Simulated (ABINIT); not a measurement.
# Quasiparticle gap of SiC (Moissanite) in ABINIT, part 2 of 3

Aim: the G0W0 gap of SiC (Moissanite) on PBE, step by step.

ABINIT 10.8.3; PBE and many-body steps on it, plane waves. Known limits of the many-body steps: not at the basis limit.

So far. Step 2 (Ground state): The gap is indirect, with the least direct gap 1.75 eV higher.

**3. Bands along the symmetry lines**

Level of this step: DFT, PBE, plane waves, norm-conserving pseudopotentials (ABINIT).

Levels along a band path, at the cheap level, show where the edges lie and whether the meshes to come will hold them.

File run.abi:

```
acell 3*1.0 Angstrom
rprim 
  3.075999999976 0.000000000005 0.000000000000
  -1.537999999993 2.663894142018 0.000000000000
  0.000000000000 0.000000000000 5.048000000000
ntypat 2
znucl 14 6
natom 4
typat 1 1 2 2
xred 
  0.333333333333 0.666666666667 0.000000000000
  0.666666666667 0.333333333333 0.500000000000
  0.333333333333 0.666666666667 0.385000000000
  0.666666666667 0.333333333333 0.885000000000
pp_dirpath "pseudos"
pseudos "Si.upf, C.upf"
ecut 37
iscf -2
irdden 1
kptopt 0
nkpt 75
kpt 
  0.00000000 0.00000000 0.00000000
  0.06250000 0.00000000 0.00000000
  0.12500000 0.00000000 0.00000000
  0.18750000 0.00000000 0.00000000
  0.25000000 0.00000000 0.00000000
  0.31250000 0.00000000 0.00000000
  0.37500000 0.00000000 0.00000000
  0.43750000 0.00000000 0.00000000
  0.50000000 0.00000000 0.00000000
  0.47916667 0.04166667 0.00000000
  0.45833333 0.08333333 0.00000000
  0.43750000 0.12500000 0.00000000
  0.41666666 0.16666666 0.00000000
  0.39583333 0.20833333 0.00000000
  0.37500000 0.25000000 0.00000000
  0.35416666 0.29166666 0.00000000
  0.33333333 0.33333333 0.00000000
  0.29166666 0.29166666 0.00000000
  0.25000000 0.25000000 0.00000000
  0.20833333 0.20833333 0.00000000
  0.16666666 0.16666666 0.00000000
  0.12500000 0.12500000 0.00000000
  0.08333333 0.08333333 0.00000000
  0.04166667 0.04166667 0.00000000
  0.00000000 0.00000000 0.00000000
  0.00000000 0.00000000 0.06250000
  0.00000000 0.00000000 0.12500000
  0.00000000 0.00000000 0.18750000
  0.00000000 0.00000000 0.25000000
  0.00000000 0.00000000 0.31250000
  0.00000000 0.00000000 0.37500000
  0.00000000 0.00000000 0.43750000
  0.00000000 0.00000000 0.50000000
  0.06250000 0.00000000 0.50000000
  0.12500000 0.00000000 0.50000000
  0.18750000 0.00000000 0.50000000
  0.25000000 0.00000000 0.50000000
  0.31250000 0.00000000 0.50000000
  0.37500000 0.00000000 0.50000000
  0.43750000 0.00000000 0.50000000
  0.50000000 0.00000000 0.50000000
  0.47916667 0.04166667 0.50000000
  0.45833333 0.08333333 0.50000000
  0.43750000 0.12500000 0.50000000
  0.41666666 0.16666666 0.50000000
  0.39583333 0.20833333 0.50000000
  0.37500000 0.25000000 0.50000000
  0.35416666 0.29166666 0.50000000
  0.33333333 0.33333333 0.50000000
  0.29166666 0.29166666 0.50000000
  0.25000000 0.25000000 0.50000000
  0.20833333 0.20833333 0.50000000
  0.16666666 0.16666666 0.50000000
  0.12500000 0.12500000 0.50000000
  0.08333333 0.08333333 0.50000000
  0.04166667 0.04166667 0.50000000
  0.00000000 0.00000000 0.50000000
  0.50000000 0.00000000 0.50000000
  0.50000000 0.00000000 0.43750000
  0.50000000 0.00000000 0.37500000
  0.50000000 0.00000000 0.31250000
  0.50000000 0.00000000 0.25000000
  0.50000000 0.00000000 0.18750000
  0.50000000 0.00000000 0.12500000
  0.50000000 0.00000000 0.06250000
  0.50000000 -0.00000000 0.00000000
  0.33333333 0.33333333 0.50000000
  0.33333333 0.33333333 0.43750000
  0.33333333 0.33333333 0.37500000
  0.33333333 0.33333333 0.31250000
  0.33333333 0.33333333 0.25000000
  0.33333333 0.33333333 0.18750000
  0.33333333 0.33333333 0.12500000
  0.33333333 0.33333333 0.06250000
  0.33333333 0.33333333 0.00000000
istwfk *1
nband 15
nbdbuf 2
tolwfr 1e-08
nstep 40
prtwf 0
prtvol 0
indata_prefix "in"
outdata_prefix "out"
tmpdata_prefix "tmp"
```

Launch:

```console
OMP_NUM_THREADS=1 mpirun -n 4 abinit run.abi > log
```

Numbers of over 12 decimals in the logs are rounded to 6 here.

Log:

```text
.Version 10.8.3 of ABINIT. v10.8.2 released Aug 2026.

 Symmetries : space group P6_3 m c (#186); Bravais hP (primitive hexag.)
[... echo of the input left out ...]
== DATASET  1 ==================================================================
-   mpi_nproc: 4, omp_nthreads: 1 (-1 if OMP is not activated)

--- !DatasetInfo
iteration_state: {dtset: 1, }
dimensions: {natom: 4, nkpt: 75, mband: 15, nsppol: 1, nspinor: 1, nspden: 1, mpw: 3033, }
cutoff_energies: {ecut:  37.0, pawecutdg:  -1.0, }
electrons: {nelect:   1.60000000E+01, charge:   0.00000000E+00, occopt:   1.00000000E+00, tsmear:   1.00000000E-02, }

 Real(R)+Recip(G) space primitive vectors, cartesian coordinates (Bohr,Bohr^-1):
 R(1)=  5.8127976  0.0000000  0.0000000  G(1)=  0.1720342  0.0993240  0.0000000
 R(2)= -2.9063988  5.0340304  0.0000000  G(2)=  0.0000000  0.1986480  0.0000000
 R(3)=  0.0000000  0.0000000  9.5393375  G(3)=  0.0000000  0.0000000  0.1048291
 Unit cell volume ucvol=  2.7913818E+02 bohr^3
 Angles (23,13,12)=  9.00000000E+01  9.00000000E+01  1.20000000E+02 degrees

 getcut: wavevector=  0.0000  0.0000  0.0000  ngfft=  32  32  54
         ecut(hartree)=     37.000   => boxcut(ratio)=   2.01048

--- Pseudopotential description ------------------------------------------------
- Si Generated using ONCVPSP code by D. R. Hamann
- 14.00000   4.00000  171031                  znucl, zion, pspdat
12 -101130 2 -1 1510                          pspcod,pspxc,lmax,lloc,mmax
     nproj     2     2     2
  pspatm : epsatm=    9.34321561
         --- l  ekb(1:nproj) -->
             0    5.168965    0.829883
             1    2.571282    0.578307
             2   -2.427311   -0.488097
 pspatm: atomic psp has been read  and splines computed

- C Generated using ONCVPSP code by D. R. Hamann
-  6.00000   4.00000  171031                  znucl, zion, pspdat
12 -101130 1 -1 1248                          pspcod,pspxc,lmax,lloc,mmax
     nproj     2     2     0
  pspatm : epsatm=    4.31346680
         --- l  ekb(1:nproj) -->
[...]
pspatm: atomic psp has been read  and splines computed

--------------------------------------------------------------------------------

================================================================================
 prteigrs : about to open file out_EIG
 Non-SCF case, kpt    1 (  0.00000  0.00000  0.00000), residuals and eigenvalues=
  2.38E-09  2.87E-09  8.22E-09  1.38E-09  9.38E-09  2.51E-09  8.99E-09  3.53E-09
  5.47E-09  5.49E-09  7.64E-09  8.89E-09  8.82E-09  9.04E-09  7.26E-08
 -3.1576E-01 -1.8705E-01 -5.7430E-02  2.0511E-01  2.0511E-01  2.5223E-01
  2.5223E-01  2.6234E-01  4.3211E-01  4.8352E-01  5.0154E-01  5.0154E-01
[...]
Non-SCF case, kpt    2 (  0.06250  0.00000  0.00000), residuals and eigenvalues=
  2.69E-09  3.36E-09  5.36E-09  6.57E-09  5.77E-09  9.70E-09  7.08E-09  2.12E-09
[...]
Non-SCF case, kpt   74 (  0.33333  0.33333  0.06250), residuals and eigenvalues=
[...]
Non-SCF case, kpt   75 (  0.33333  0.33333  0.00000), residuals and eigenvalues=
[...]
-1.5000E-01 -1.5000E-01  7.3173E-03  2.3247E-02  2.3247E-02  1.1093E-01
  1.1381E-01  1.1381E-01  3.4794E-01  5.5576E-01  5.8007E-01  5.8007E-01
[...]
--- !ResultsGS
iteration_state: {dtset: 1, }
comment   : Summary of ground state results
lattice_vectors:
- [  5.8127976,   0.0000000,   0.0000000, ]
- [ -2.9063988,   5.0340304,   0.0000000, ]
- [  0.0000000,   0.0000000,   9.5393375, ]
lattice_lengths: [   5.81280,    5.81280,    9.53934, ]
lattice_angles: [ 90.000,  90.000, 120.000, ] # degrees, (23, 13, 12)
lattice_volume:   2.7913818E+02
convergence: {deltae:  0.000E+00, res2:  0.000E+00, residm:  9.995E-09, diffor:  0.000E+00, }
etotal    :  -2.05374939E+01
entropy   :   0.00000000E+00
fermie    :   2.62342056E-01
cartesian_stress_tensor: null
pressure_GPa: null
xred      :
- [  3.3333E-01,   6.6667E-01,   0.0000E+00, Si]
- [  6.6667E-01,   3.3333E-01,   5.0000E-01, Si]
- [  3.3333E-01,   6.6667E-01,   3.8500E-01,  C]
- [  6.6667E-01,   3.3333E-01,   8.8500E-01,  C]
cartesian_forces: null
force_length_stats: {min: null, max: null, mean: null, }

 Integrated electronic density in atomic spheres:
 ------------------------------------------------
 Atom  Sphere_radius  Integrated_density
[...]
================================================================================

 ----iterations are completed or convergence reached----

 Mean square residual over all n,k,spin=   52.724E-10; max=  99.955E-10
 reduced coordinates (array xred) for    4 atoms
[...]
0.333333333333      0.666666666667      0.385000000000
       0.666666666667      0.333333333333      0.885000000000

 cartesian coordinates (angstrom) at end:
    1     -3.33e-12     1.775929     0.000000
    2      1.538000     0.887965     2.524000
    3     -3.33e-12     1.775929     1.943480
    4      1.538000     0.887965     4.467480
 length scales=  1.889726125908  1.889726125908  1.889726125908 bohr
              =  1.000000000000  1.000000000000  1.000000000000 angstroms
 prteigrs : about to open file out_EIG
 Eigenvalues (hartree) for nkpt=  75  k points:
 kpt#   1, nband= 15, wtk=  1.00000, kpt=  0.0000  0.0000  0.0000 (reduced coord)
[...]
kpt#   2, nband= 15, wtk=  1.00000, kpt=  0.0625  0.0000  0.0000 (reduced coord)
[...]
kpt#   3, nband= 15, wtk=  1.00000, kpt=  0.1250  0.0000  0.0000 (reduced coord)
[...]
kpt#  74, nband= 15, wtk=  1.00000, kpt=  0.3333  0.3333  0.0625 (reduced coord)
  -0.14965   -0.14965    0.00797    0.02019    0.02019    0.10915    0.11778    0.11778
   0.35100    0.55529    0.56756    0.56756    0.61408    0.61408    0.68829
 kpt#  75, nband= 15, wtk=  1.00000, kpt=  0.3333  0.3333  0.0000 (reduced coord)
  -0.15000   -0.15000    0.00732    0.02325    0.02325    0.11093    0.11381    0.11381
   0.34794    0.55576    0.58007    0.58007    0.60707    0.60707    0.68412

== END DATASET(S) ==============================================================
================================================================================

 -outvars: echo values of variables after computation  --------
            nband          15
             nkpt          75
          spgroup         186
 [... the other variables as echoed above ...]

 Calculation completed.
```

Wall time 11 s (4 MPI ranks of Arm Neoverse V2, shared host); peak memory 0.29 GiB.

This step gave:

| Item | Value |
| --- | --- |
| gap | 2.329 eV |
| k of the valence top | 0, 0, 0 |
| k of the conduction bottom | 0.3333, 0.3333, 0 |
| least direct gap | 4.083 eV |

The gap is 2.329 eV, as in the run before at this level.

Electronic bands along the path, in eV, zero at the top of the highest filled band; v1 is the highest filled band, c1 the lowest empty one:

```
    point     v4     v3     v2     v1    c1    c2    c3    c4
        Γ  -1.56  -0.28  -0.28   0.00  4.62  6.02  6.51  6.51
  halfway  -3.22  -2.75  -0.93  -0.90  3.89  5.73  6.97  7.71
        M  -5.44  -3.55  -3.26  -1.49  2.60  4.20  6.75  7.21
  halfway  -5.48  -4.79  -3.34  -2.83  3.26  4.96  7.50  8.29
        K  -6.51  -4.12  -4.04  -4.04  2.33  7.98  8.65  8.65
  halfway  -4.36  -3.07  -1.73  -1.17  5.10  5.66  6.81  6.96
        Γ  -1.56  -0.28  -0.28   0.00  4.62  6.02  6.51  6.51
  halfway  -1.39  -1.39  -0.49  -0.49  4.90  6.63  6.63  6.85
        A  -0.97  -0.97  -0.97  -0.97  5.71  5.71  7.17  7.17
  halfway  -3.07  -3.07  -1.96  -1.96  4.36  4.36  7.13  7.13
        L  -2.69  -2.69  -2.34  -2.34  3.17  3.17  5.00  5.00
  halfway  -4.46  -4.46  -1.95  -1.95  4.12  4.12  6.12  6.12
        H  -5.86  -5.86  -1.75  -1.75  4.82  4.82  5.97  5.97
  halfway  -3.19  -3.19  -2.64  -2.64  5.03  5.03  7.34  7.34
        A  -0.97  -0.97  -0.97  -0.97  5.71  5.71  7.17  7.17
jump to L  -2.69  -2.69  -2.34  -2.34  3.17  3.17  5.00  5.00
  halfway  -4.17  -3.32  -2.34  -1.90  2.93  3.18  6.41  6.84
        M  -5.44  -3.55  -3.26  -1.49  2.60  4.20  6.75  7.21
jump to H  -5.86  -5.86  -1.75  -1.75  4.82  4.82  5.97  5.97
  halfway  -6.66  -4.76  -2.85  -2.85  3.52  6.34  6.34  7.68
        K  -6.51  -4.12  -4.04  -4.04  2.33  7.98  8.65  8.65
```

**4. Empty states on the mesh, 6×6×4 mesh, 109 bands**

The sums over transitions need many empty states on a uniform mesh; this step solves for them.

File run.abi:

```
acell 3*1.0 Angstrom
rprim 
  3.075999999976 0.000000000005 0.000000000000
  -1.537999999993 2.663894142018 0.000000000000
  0.000000000000 0.000000000000 5.048000000000
ntypat 2
znucl 14 6
natom 4
typat 1 1 2 2
xred 
  0.333333333333 0.666666666667 0.000000000000
  0.666666666667 0.333333333333 0.500000000000
  0.333333333333 0.666666666667 0.385000000000
  0.666666666667 0.333333333333 0.885000000000
pp_dirpath "pseudos"
pseudos "Si.upf, C.upf"
ecut 37
ngkpt 6 6 4
nshiftk 1
shiftk 0 0 0
kptopt 1
chksymbreak 0
irdden 1
istwfk *1
nband 109
prtvol 0
optdriver 6
gwr_task "HDIAGO"
paral_kgb 0
occopt 1
indata_prefix "in"
outdata_prefix "out"
tmpdata_prefix "tmp"
```

Log:

```text
[banner, memory and clock lines left out]
.Version 10.8.3 of ABINIT. v10.8.2 released Aug 2026.

 Symmetries : space group P6_3 m c (#186); Bravais hP (primitive hexag.)
[... echo of the input left out ...]
== DATASET  1 ==================================================================
-   mpi_nproc: 4, omp_nthreads: 1 (-1 if OMP is not activated)

--- !DatasetInfo
iteration_state: {dtset: 1, }
dimensions: {natom: 4, nkpt: 21, mband: 109, nsppol: 1, nspinor: 1, nspden: 1, mpw: 3018, }
cutoff_energies: {ecut:  37.0, pawecutdg:  -1.0, }
electrons: {nelect:   1.60000000E+01, charge:   0.00000000E+00, occopt:   1.00000000E+00, tsmear:   1.00000000E-02, }

.Using double precision arithmetic; gwpc =  8

- Reading GS density from: in_DEN

--- Pseudopotential description ------------------------------------------------
- Si Generated using ONCVPSP code by D. R. Hamann
- 14.00000   4.00000  171031                  znucl, zion, pspdat
12 -101130 2 -1 1510                          pspcod,pspxc,lmax,lloc,mmax
     nproj     2     2     2
  pspatm : epsatm=    9.34321561
         --- l  ekb(1:nproj) -->
             0    5.168965    0.829883
             1    2.571282    0.578307
             2   -2.427311   -0.488097
 pspatm: atomic psp has been read  and splines computed

- C Generated using ONCVPSP code by D. R. Hamann
-  6.00000   4.00000  171031                  znucl, zion, pspdat
12 -101130 1 -1 1248                          pspcod,pspxc,lmax,lloc,mmax
     nproj     2     2     0
  pspatm : epsatm=    4.31346680
         --- l  ekb(1:nproj) -->
             0    6.481548    0.385504
             1   -4.199961   -0.877517
 pspatm: atomic psp has been read  and splines computed

   4.37013837E+02                                ecore*ucvol(ha*bohr**3)

 Total charge density [el/Bohr^3]
)     Maximum=    2.8092E-01  at reduced coord.    0.7813    0.4063    0.9074
)     Minimum=    1.9281E-03  at reduced coord.    0.3125    0.6563    0.0000
   Integrated=    1.6000E+01

 === KS gaps after direct diagonalization ===
 Indirect band gap semiconductor
 Fundamental gap:     2.329 (eV)
   VBM:     7.139 (eV) at k: [ 0.0000E+00,  0.0000E+00,  0.0000E+00]
   CBM:     9.468 (eV) at k: [ 3.3333E-01,  3.3333E-01,  0.0000E+00]
 Direct gap:         4.083 (eV) at k: [ 5.0000E-01,  0.0000E+00,  0.0000E+00]

== END DATASET(S) ==============================================================

 -outvars: echo values of variables after computation  --------
           etotal      0.0000000000E+00
            nband         109
             nkpt          21
          spgroup         186
 [... the other variables as echoed above ...]

 Calculation completed.
```

Run time: 1.7 min. Hardware: 4 MPI ranks; peak memory 2.2 GiB.

Numbers from this step:

```yaml
gap: 2.329 eV
k_of_the_valence_top: 0, 0, 0
k_of_the_conduction_bottom: 0.3333, 0.3333, 0
least_direct_gap: 4.083 eV
k_points_computed: 21
lowest_point_of_the_top_converged_band_above_the_valence_top: 81.0840 eV
```

On this mesh the gap is 2.329 eV.

**5. Screening, 6×6×4 mesh, 101 bands, screening to 163.3 eV**

The RPA dielectric matrix is built and inverted for each q.

This step: RPA screening on PBE, plane waves, norm-conserving pseudopotentials.

Edit run.abi of step 4 so:

```diff
@@ -22,10 +22,11 @@
 chksymbreak 0
-irdden 1
 istwfk *1
-nband 109
-prtvol 0
-optdriver 6
-gwr_task "HDIAGO"
-paral_kgb 0
 occopt 1
+irdwfk 1
+optdriver 3
+nband 101
+ecuteps 6
+inclvkb 2
+awtr 1
+symchi 1
 indata_prefix "in"
```

Log:

```text
.Version 10.8.3 of ABINIT. v10.8.2 released Aug 2026.

 Symmetries : space group P6_3 m c (#186); Bravais hP (primitive hexag.)
[... echo of the input left out ...]
== DATASET  1 ==================================================================
-   mpi_nproc: 4, omp_nthreads: 1 (-1 if OMP is not activated)

--- !DatasetInfo
iteration_state: {dtset: 1, }
dimensions: {natom: 4, nkpt: 21, mband: 101, nsppol: 1, nspinor: 1, nspden: 1, mpw: 3018, }
cutoff_energies: {ecut:  37.0, pawecutdg:  -1.0, }
electrons: {nelect:   1.60000000E+01, charge:   0.00000000E+00, occopt:   1.00000000E+00, tsmear:   1.00000000E-02, }

 SCREENING: Calculation of the susceptibility and dielectric matrices

 Based on a program developped by R.W. Godby, V. Olevano, G. Onida, and L. Reining.
 Incorporated in ABINIT by V. Olevano, G.-M. Rignanese, and M. Torrent.
.Using double precision arithmetic ; gwpc =  8

[... cell and pseudopotentials left out ...]
--------------------------------------------------------------------------------

 ==== K-mesh for the wavefunctions ====
 Number of points in the irreducible wedge :    21
[... list of points left out ...]
 Together with 12 symmetry operations and time-reversal symmetry
 yields   144 points in the full Brillouin Zone.

 ==== Q-mesh for the screening function ====
 Number of points in the irreducible wedge :    21
[... list of points left out ...]
 Together with 12 symmetry operations and time-reversal symmetry
 yields   144 points in the full Brillouin Zone.

 setmesh: FFT mesh size selected  =    20x   20x   40
          total number of points  =        16000

 vcoul_init : cutoff-mode = AUXILIARY_FUNCTION
 q-points for optical limit:   1
     1)      0.000010    0.000020    0.000030

- screening: taking advantage of time-reversal symmetry
- Maximum band index for partially occupied states nbvw = 8
- Remaining bands to be divided among processors   nbcw = 93
- Number of bands treated by each node ~23

 Number of electrons calculated from density =   16.0000; Expected =   16.0000
 average of density, n =  0.057319
 r_s =    1.6089
 omega_plasma =   23.0944 [eV]

 calculating chi0 at frequencies [eV] :
  1    0.000000E+00    0.000000E+00
  2    0.000000E+00    2.309436E+01

--------------------------------------------------------------------------------
  q-point number  1        q = ( 0.000000, 0.000000, 0.000000) [r.l.u.]
--------------------------------------------------------------------------------
[... chi0 elements left out ...]
 For q-point:  0.000010 0.000020 0.000030
  dielectric constant =   6.8417
  dielectric constant without local fields =   7.4936

  Average fulfillment of the sum rule on Im[epsilon] for q-point    1 :     83.78  [%]
[... wings left out ...]
  q-point number  2        q = ( 0.166667, 0.000000, 0.000000) [r.l.u.]
--------------------------------------------------------------------------------
[... chi0 elements left out ...]
  Average fulfillment of the sum rule on Im[epsilon] for q-point    2 :     91.06  [%]

 [... 19 further q-points ...]
```

Wall time 78 s (4 MPI ranks); peak memory 1.1 GiB.

This step gave:

```yaml
eps_infinity_with_local_fields_on_this_mesh_along_the_program_s_q_direction: 6.842
the_same_without_local_fields: 7.494
plasma_frequency: 23.09 eV
plane_waves_in_the_screening_matrix: 197
```

Local fields lower ε∞ by 9 %.

[end of part 2 of 3]

[Paths, hosts, dates, memory and timing lines, banners, echoed tables and standing remarks are left out of the program output.]

[Logs are printed without paths, hosts, clocks, repeated set-up lines and the standing remarks that a program may print on its own settings, such as how far it seeks lower states.]

[Runs of the session that timed out or met a known fault of the program may be left out.]

[Hosts, paths, dates, database ids (printed as entryN), source tags and the programs' standing remarks are cut or masked in the printed files.]

[G0W0 gaps are taken among the corrected bands and points alone; a level outside them can change the order at an edge.]

[Where Ansatz stands beside ABINIT at settings called matched, ABINIT's density can come from a denser mesh and the files from another edition; pairs whose starting gaps differed by over 0.03 eV were left out, so agreement reads better than it is.]
